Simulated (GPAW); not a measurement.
**Cobalt: which magnetic order is lowest**

Aim: find out whether Cobalt carries moments, and which collinear order costs least.

Main program and level: GPAW 26.7.0; LDA; plane waves with GPAW's PAW setups, scalar-relativistic.

Most raw output is cut from this account.

## Step 1: The structure

Symmetry: P6_3/mmc, No. 194, hexagonal system. The conventional cell has a = 2.507 Å, b = 2.507 Å, c = 4.070 Å, α = 90.00°, β = 90.00°, γ = 120.00°. Co has 12 Co at 2.50 to 2.51 Å nearest.

## Step 2: Start 1: ferro ++

The parallel start comes first: it fits the smallest cell, keeps the most symmetry and shows whether parallel moments form.

order1.py

```python
import json
import numpy as np
from ase import Atoms
from ase.parallel import paropen, parprint
from gpaw import GPAW

atoms = Atoms(['Co', 'Co'],
    cell=[[2.5074, 0.0, 0.0],
         [-1.2537, 2.1714721, 0.0],
         [0.0, 0.0, 4.0699]],
    scaled_positions=[[0.33333333, 0.66666667, 0.25],
         [0.66666667, 0.33333333, 0.75]],
    pbc=True,
    magmoms=[2.0, 2.0])
atoms.calc = GPAW(mode={'name': 'pw', 'ecut': 550},
    xc='LDA',
    kpts={'size': (12, 12, 12), 'gamma': True},
    occupations={'name': 'fermi-dirac', 'width': 0.1},
    convergence={'density': 1e-05, 'energy': 1e-05},
    maxiter=200,
    symmetry={'tolerance': 1e-4},
    txt='order1.txt')
e = atoms.get_potential_energy(force_consistent=True)
res = {'free_energy': e, 'energy_sigma0': atoms.get_potential_energy(), 'fermi_energy': atoms.calc.get_fermi_level()}
res['moments'] = atoms.get_magnetic_moments().tolist()
res['total'] = atoms.get_magnetic_moment()
parprint('site moments (muB):', np.round(res['moments'], 3))
parprint(f"total moment: {res['total']:.3f} muB")
parprint(f'free energy: {e:.6f} eV')
atoms.calc.write('order1.gpw')
with paropen('results.json', 'w') as f:
    json.dump(res, f)
```

Command:

```
$ OMP_NUM_THREADS=1 mpirun -n 4 gpaw python order1.py > order1.log
```

Run time: 19 s. Hardware: 4 MPI ranks of Arm Neoverse V2, shared host; peak memory 0.69 GiB; 75 s of CPU time.

Numbers from this step:

```yaml
magnetization: 3.187 μB
final_state: ferromagnetic
largest_moment: 1.637 μB
```

After 12 cycles the largest moment stands at 1.64 μB.

## Step 3: Order 2, typed as antiferro +-

Reversing part of the moments tests the sign of the couplings between them.

order2.py is the script of step 2 with these lines changed:

```diff
@@ -13,3 +13,3 @@
     pbc=True,
-    magmoms=[2.0, 2.0])
+    magmoms=[2.0, -2.0])
 atoms.calc = GPAW(mode={'name': 'pw', 'ecut': 550},
@@ -21,3 +21,3 @@
     symmetry={'tolerance': 1e-4},
-    txt='order1.txt')
+    txt='order2.txt')
 e = atoms.get_potential_energy(force_consistent=True)
@@ -29,3 +29,3 @@
 parprint(f'free energy: {e:.6f} eV')
-atoms.calc.write('order1.gpw')
+atoms.calc.write('order2.gpw')
 with paropen('results.json', 'w') as f:
```

Command:

```
$ OMP_NUM_THREADS=1 mpirun -n 4 gpaw python order2.py > order2.log
```

The job ended after 33 s (4 MPI ranks; peak memory 0.68 GiB).

Read from the output:

```yaml
final_state: non-magnetic
```

It lies 160 meV a seeded atom over the first start.

## Step 4: Run 3 (antiferro q=(0,1/2,0) +-+-)

The cell is doubled to 4 atoms to hold this order. Its mesh is chosen so that both cells sample the same points.

order3.py

```python
import json
import numpy as np
from ase import Atoms
from ase.parallel import paropen, parprint
from gpaw import GPAW

atoms = Atoms(['Co', 'Co', 'Co', 'Co'],
    cell=[[2.5074, 0.0, 0.0],
         [-2.5074, 4.34294419, 0.0],
         [0.0, 0.0, 4.0699]],
    scaled_positions=[[0.33333333, 0.33333333, 0.25],
         [0.33333333, 0.83333333, 0.25],
         [0.66666667, 0.16666667, 0.75],
         [0.66666667, 0.66666667, 0.75]],
    pbc=True,
    magmoms=[2.0, -2.0, 2.0, -2.0])
atoms.calc = GPAW(mode={'name': 'pw', 'ecut': 550},
    xc='LDA',
    kpts={'size': (12, 6, 12), 'gamma': True},
    occupations={'name': 'fermi-dirac', 'width': 0.1},
    convergence={'density': 1e-05, 'energy': 1e-05},
    maxiter=200,
    symmetry={'tolerance': 1e-4},
    txt='order3.txt')
e = atoms.get_potential_energy(force_consistent=True)
res = {'free_energy': e, 'energy_sigma0': atoms.get_potential_energy(), 'fermi_energy': atoms.calc.get_fermi_level()}
res['moments'] = atoms.get_magnetic_moments().tolist()
res['total'] = atoms.get_magnetic_moment()
parprint('site moments (muB):', np.round(res['moments'], 3))
parprint(f"total moment: {res['total']:.3f} muB")
parprint(f'free energy: {e:.6f} eV')
atoms.calc.write('order3.gpw')
with paropen('results.json', 'w') as f:
    json.dump(res, f)
```

Command:

```
$ OMP_NUM_THREADS=1 mpirun -n 4 gpaw python order3.py > order3.log
```

The job ended after 2.8 min (4 MPI ranks; peak memory 1.3 GiB; 11 min of CPU time).

Spin moment in the augmentation sphere by atom:

```csv
atom,spin moment in the augmentation sphere (μB)
Co1,0.910
Co2,-0.910
Co3,0.910
Co4,-0.910
```

This step gave:

- magnetization: 0 μB
- final state: antiferromagnetic

It lies 148 meV a seeded atom over the first start, and its largest moment is 0.910 μB against 1.64 μB.

## Step 5: Run 4 (no spin polarisation)

This run holds no moments, which gives a state to set the others against.

nospin.py

```python
import json
import numpy as np
from ase import Atoms
from ase.parallel import paropen, parprint
from gpaw import GPAW

atoms = Atoms(['Co', 'Co'],
    cell=[[2.5074, 0.0, 0.0],
         [-1.2537, 2.1714721, 0.0],
         [0.0, 0.0, 4.0699]],
    scaled_positions=[[0.33333333, 0.66666667, 0.25],
         [0.66666667, 0.33333333, 0.75]],
    pbc=True)
atoms.calc = GPAW(mode={'name': 'pw', 'ecut': 550},
    xc='LDA',
    kpts={'size': (12, 12, 12), 'gamma': True},
    occupations={'name': 'fermi-dirac', 'width': 0.1},
    convergence={'density': 1e-05, 'energy': 1e-05},
    maxiter=200,
    symmetry={'tolerance': 1e-4},
    txt='nospin.txt')
e = atoms.get_potential_energy(force_consistent=True)
res = {'free_energy': e, 'energy_sigma0': atoms.get_potential_energy(), 'fermi_energy': atoms.calc.get_fermi_level()}
parprint(f'free energy: {e:.6f} eV')
atoms.calc.write('nospin.gpw')
with paropen('results.json', 'w') as f:
    json.dump(res, f)
```

Command:

```
$ OMP_NUM_THREADS=1 mpirun -n 4 gpaw python nospin.py > nospin.log
```

The job ended after 9.2 s (4 MPI ranks; peak memory 0.63 GiB).

This step gave:

```
final state : non-magnetic (no spin polarisation)
```

It lies 160 meV a seeded atom over the first start.

## Step 6: Energies of the orders

These are free energies at a smearing of 0.1 eV, so its entropy term is in the differences. They are divided by the number of seeded atoms, so that cells of unlike size compare. Wavevectors q in the names are fractions of the reciprocal vectors of the first run's cell.

Orders:

```csv
start,final state,typed order kept,energy over the lowest (meV a seeded atom),largest site moment (μB),net moment (μB a primitive cell),mesh matched,CPU time (s)
ferro ++,ferromagnetic,yes,0,1.637,3.187,yes,75.32
antiferro +-,non-magnetic,no,159.8,5.78e-4,0.001032,yes,129.9
"antiferro q=(0,1/2,0) +-+-",antiferromagnetic,yes,147.7,0.9104,0,yes,666
no spin polarisation,non-magnetic,-,159.8,0,0,yes,36.31
```

## Step 7: Outcome

```yaml
lowest_state_found: ferromagnetic (typed ferro ++)
largest_site_moment: 1.64 μB
next_state: antiferromagnetic, 148 meV a seeded atom higher
energy_gained_by_spin_polarisation: 160 meV a seeded atom
```

In words: The lowest state found is ferromagnetic, reached from the start ferro ++, with moments up to 1.64 μB. The next state costs 148 meV a seeded atom. 1 start left the typed pattern (a sign turned or a seeded moment died), so such an energy belongs to the state reached, not the one typed. This is the lowest of 4 finished starts, no proof of the ground state.

[Logs and program files are shortened in this print: banners, set-up blocks, solver, clock and traceback lines can be left out without a mark of their own.]

[Logs are printed without paths, hosts, clocks, repeated set-up lines and the standing remarks that a program may print on its own settings, such as how far it seeks lower states.]

[Hosts, paths, dates, database ids (printed as entryN), source tags and the programs' standing remarks are cut or masked in the printed files.]

[Where a cell is said to come from a database of computed structures, the database is the Materials Project.]
